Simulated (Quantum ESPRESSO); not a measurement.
## BN (F-43m): phonon shifts against biaxial strain

Aim: strain and stress coefficients of the optical modes of BN (F-43m) under biaxial strain in the (001) plane.

Calculated with Quantum ESPRESSO 7.5; DFT LDA, scalar-relativistic, plane waves, PseudoDojo norm-conserving pseudopotentials.

**1. The starting structure**

Symmetry: F-43m, No. 216, cubic system. The conventional cell has a = 3.581 Å, b = 3.581 Å, c = 3.581 Å, α = 90.00°, β = 90.00°, γ = 90.00°. Nearest to B lie 4 N at 1.55 Å. Nearest to N lie 4 B at 1.55 Å. Farther neighbours and most contacts between anions are not listed.

Coordinates:

```xyz
2
Lattice="-1.7907 0.0000 1.7907 0.0000 1.7907 1.7907 -1.7907 1.7907 0.0000" Properties=species:S:1:pos:R:3 pbc="T T T"
B     0.0000    0.0000    0.0000
N    -2.6860    2.6860    2.6860
```

**2. Strained cells**

The in-plane lattice vectors are held at a strain ε, as on a substrate; the length along z is set so that σ_zz vanishes; symmetry keeps the atoms on their sites. Modes are taken without the LO-TO term. Cutoff 92 Ry, k mesh 12×12×12.

From the response at ε = -0.03:

Log:

```text
[banners, grids, parts of the stress and lines that vanish by symmetry left out]
Program PHONON v.7.5
     Reading xml data from directory:

[...]
Exchange-correlation= PW
                           (   1   4   0   0   0   0   0)
[...]
kinetic-energy cut-off    =      92.0000  Ry
     charge density cut-off    =     368.0000  Ry
     convergence threshold     =      1.0E-18
[...]
Exchange-correlation= PW
                           (   1   4   0   0   0   0   0)
[...]
q = (   0.0000000   0.0000000   0.0000000 )
      9 Sym.Ops. (with q -> -q+G )
     G cutoff =  210.1088  (   8817 G-vectors)     FFT grid: ( 30, 30, 30)
     number of k points=   163
[...]
Mode symmetry, D_2d (-42m) point group:
[...]
Dielectric constant
[...]
End of electric fields calculation
          Dielectric constant in cartesian axis
          (       4.408435254       0.000000000      -0.000000000 )
          (       0.000000000       4.408435254       0.000000000 )
          (      -0.000000000      -0.000000000       4.611219060 )
          Effective charges (d Force / dE) in cartesian axis without acoustic sum rule applied (asr)
           atom    1  B     Mean Z*:        1.86212
      Ex  (        1.82317       -0.00000        0.00000 )
      Ey  (        0.00000        1.82317        0.00000 )
      Ez  (        0.00000        0.00000        1.94001 )
           atom    2  N     Mean Z*:       -1.86215
      Ex  (       -1.82321       -0.00000        0.00000 )
      Ey  (        0.00000       -1.82321        0.00000 )
      Ez  (        0.00000        0.00000       -1.94003 )
          Effective charges Sum: Mean:       -0.00003
[...]
Effective charges (d Force / dE) in cartesian axis with asr applied:
           atom    1  B     Mean Z*:        1.86213
[...]
atom    2  N     Mean Z*:       -1.86213
[...]
Representation #   1 mode #   1
[...]
End of self-consistent calculation
     Convergence has been achieved
     Representation #   2 mode #   2
[...]
End of self-consistent calculation
     Convergence has been achieved
     Representation #   3 modes #   3   4
[...]
End of self-consistent calculation
     Convergence has been achieved
     Representation #   4 modes #   5   6
[...]
End of self-consistent calculation
     Convergence has been achieved
[...]
Dielectric constant in cartesian axis
          (       4.408435254       0.000000000      -0.000000000 )
          (       0.000000000       4.408435254       0.000000000 )
          (      -0.000000000      -0.000000000       4.611219060 )
          Effective charges (d Force / dE) in cartesian axis without acoustic sum rule applied (asr)
           atom    1  B     Mean Z*:        1.86212
      Ex  (        1.82317       -0.00000        0.00000 )
      Ey  (        0.00000        1.82317        0.00000 )
      Ez  (        0.00000        0.00000        1.94001 )
           atom    2  N     Mean Z*:       -1.86215
      Ex  (       -1.82321       -0.00000        0.00000 )
      Ey  (        0.00000       -1.82321        0.00000 )
      Ez  (        0.00000        0.00000       -1.94003 )
          Effective charges Sum: Mean:       -0.00003
[...]
Effective charges (d Force / dE) in cartesian axis with asr applied:
           atom    1  B     Mean Z*:        1.86213
[...]
atom    2  N     Mean Z*:       -1.86213
[...]
q = (    0.000000000   0.000000000   0.000000000 )
[...]
freq (    1) =      -0.054069 [THz] =      -1.803540 [cm-1]
     freq (    2) =      -0.054069 [THz] =      -1.803540 [cm-1]
     freq (    3) =      -0.053730 [THz] =      -1.792251 [cm-1]
     freq (    4) =      33.418618 [THz] =    1114.725112 [cm-1]
     freq (    5) =      34.025004 [THz] =    1134.951977 [cm-1]
     freq (    6) =      34.025004 [THz] =    1134.951977 [cm-1]
[...]
Mode symmetry, D_2d (-42m) point group:
     freq (   1-   1) =         -1.8  [cm-1]   --> B_2  X_3  W_2   I+R
     freq (   2-   3) =         -1.8  [cm-1]   --> E    X_5  W_3   I+R
     freq (   4-   4) =       1114.7  [cm-1]   --> B_2  X_3  W_2   I+R
     freq (   5-   6) =       1135.0  [cm-1]   --> E    X_5  W_3   I+R

   JOB DONE.
```

The run at ε = -0.02 is held back.

| ε | ε_zz | σ_xx (GPa, tension positive) | singlet (cm⁻¹) | doublet (cm⁻¹) |
| --- | --- | --- | --- | --- |
| -0.03 | 0.0137 | -30.99 | 1114.73 | 1134.95 |
| -0.02 | 0.0092 | -19.92 | held back | held back |
| -0.01 | 0.0046 | -9.61 | 1083.61 | 1091.19 |
| 0 | 0.0000 | -0.03 | 1068.63 | 1068.63 |
| 0.01 | -0.0046 | 8.89 | 1053.93 | 1045.54 |
| 0.02 | -0.0093 | 17.19 | 1039.58 | 1021.97 |

**3. The fit**

Parabolas ω = ω₀ + a ε + b ε² through the other rows:

| mode | ω₀ (cm⁻¹) | a (cm⁻¹) | b (cm⁻¹) |
| --- | --- | --- | --- |
| singlet | 1068.6 | -1486 | 1724 |
| doublet | 1068.6 | -2284 | -2418 |

The biaxial modulus, the linear term of σ_xx, is 928 GPa, so the singlet mode moves by a/M = -1.6 cm⁻¹ a GPa of tensile stress. The ratio −ε_zz/ε near zero is 0.46. For ε = -0.02 the fits predict 1099.01 and 1113.32 cm⁻¹.

**4. The run that was held back**

Log:

```text
[banners, grids, parts of the stress and lines that vanish by symmetry left out]
[banner, memory and clock lines left out]
Program PHONON v.7.5

[...]
Exchange-correlation= PW
                           (   1   4   0   0   0   0   0)
[...]
kinetic-energy cut-off    =      92.0000  Ry
     charge density cut-off    =     368.0000  Ry
     convergence threshold     =      1.0E-18
[...]
Exchange-correlation= PW
                           (   1   4   0   0   0   0   0)
[...]
q = (   0.0000000   0.0000000   0.0000000 )
      9 Sym.Ops. (with q -> -q+G )
     G cutoff =  211.2151  (   8985 G-vectors)     FFT grid: ( 30, 30, 30)
     number of k points=   163
[...]
Mode symmetry, D_2d (-42m) point group:
[...]
Dielectric constant
[...]
End of electric fields calculation
          Dielectric constant in cartesian axis
          (       4.438823783       0.000000000       0.000000000 )
          (      -0.000000000       4.438823783       0.000000000 )
          (       0.000000000       0.000000000       4.573128948 )
          Effective charges (d Force / dE) in cartesian axis without acoustic sum rule applied (asr)
           atom    1  B     Mean Z*:        1.86637
      Ex  (        1.84041       -0.00000       -0.00000 )
      Ey  (       -0.00000        1.84041        0.00000 )
      Ez  (       -0.00000        0.00000        1.91828 )
           atom    2  N     Mean Z*:       -1.86639
      Ex  (       -1.84044       -0.00000        0.00000 )
      Ey  (       -0.00000       -1.84044        0.00000 )
      Ez  (        0.00000        0.00000       -1.91831 )
[...]
Convergence has been achieved
     Representation #   4 modes #   5   6
[...]
End of self-consistent calculation
     Convergence has been achieved
[...]
Dielectric constant in cartesian axis
          (       4.438823783       0.000000000       0.000000000 )
          (      -0.000000000       4.438823783       0.000000000 )
          (       0.000000000       0.000000000       4.573128948 )
          Effective charges (d Force / dE) in cartesian axis without acoustic sum rule applied (asr)
           atom    1  B     Mean Z*:        1.86637
      Ex  (        1.84041       -0.00000       -0.00000 )
      Ey  (       -0.00000        1.84041        0.00000 )
      Ez  (       -0.00000        0.00000        1.91828 )
           atom    2  N     Mean Z*:       -1.86639
      Ex  (       -1.84044       -0.00000        0.00000 )
      Ey  (       -0.00000       -1.84044        0.00000 )
      Ez  (        0.00000        0.00000       -1.91831 )
          Effective charges Sum: Mean:       -0.00003
[...]
Effective charges (d Force / dE) in cartesian axis with asr applied:
           atom    1  B     Mean Z*:        1.86638
[...]
atom    2  N     Mean Z*:       -1.86638
[...]
q = (    0.000000000   0.000000000   0.000000000 )
[...]
freq (    1) =       0.041256 [THz] =       1.376167 [cm-1]
     freq (    2) =       0.042112 [THz] =       1.404712 [cm-1]
     freq (    3) =       0.042112 [THz] =       1.404712 [cm-1]
     freq (    4) =      32.947426 [THz] =    1099.007820 [cm-1]
     freq (    5) =      33.376609 [THz] =    1113.323843 [cm-1]
     freq (    6) =      33.376609 [THz] =    1113.323843 [cm-1]
[...]
Mode symmetry, D_2d (-42m) point group:
     freq (   1-   1) =          1.4  [cm-1]   --> B_2  X_3  W_2   I+R
     freq (   2-   3) =          1.4  [cm-1]   --> E    X_5  W_3   I+R
     freq (   4-   4) =       1099.0  [cm-1]   --> B_2  X_3  W_2   I+R
     freq (   5-   6) =       1113.3  [cm-1]   --> E    X_5  W_3   I+R
```

It gives 1099.01 and 1113.32 cm⁻¹.

**5. Outcome**

```json
{
 "strain coefficient of the singlet mode": "-1486 cm⁻¹",
 "strain coefficient of the doublet mode": "-2284 cm⁻¹",
 "biaxial modulus": "928 GPa"
}
```

What this shows: One per cent of tensile strain moves the singlet mode of BN (F-43m) by -14.9 cm⁻¹ and the doublet mode by -22.8 cm⁻¹; the fits miss the run held back by up to 0.00 cm⁻¹. At 3 % strain the quadratic term is 3 % of the linear one for the singlet mode and 3 % for the doublet mode. Runs of the series that gave no result are left out: biax0.03-ph (refused). In a polar crystal the line seen along z is the LO mode, whose shift differs. These are harmonic values at zero temperature, without the LO-TO term, for a homogeneous, dislocation-free layer.

[Host names and launcher messages were left out of these logs when they were recorded.]

[Logs are printed without paths, hosts, clocks, repeated set-up lines and the standing remarks that a program may print on its own settings, such as how far it seeks lower states.]

[Hosts, paths, dates, database ids (printed as entryN), source tags and the programs' standing remarks are cut or masked in the printed files.]
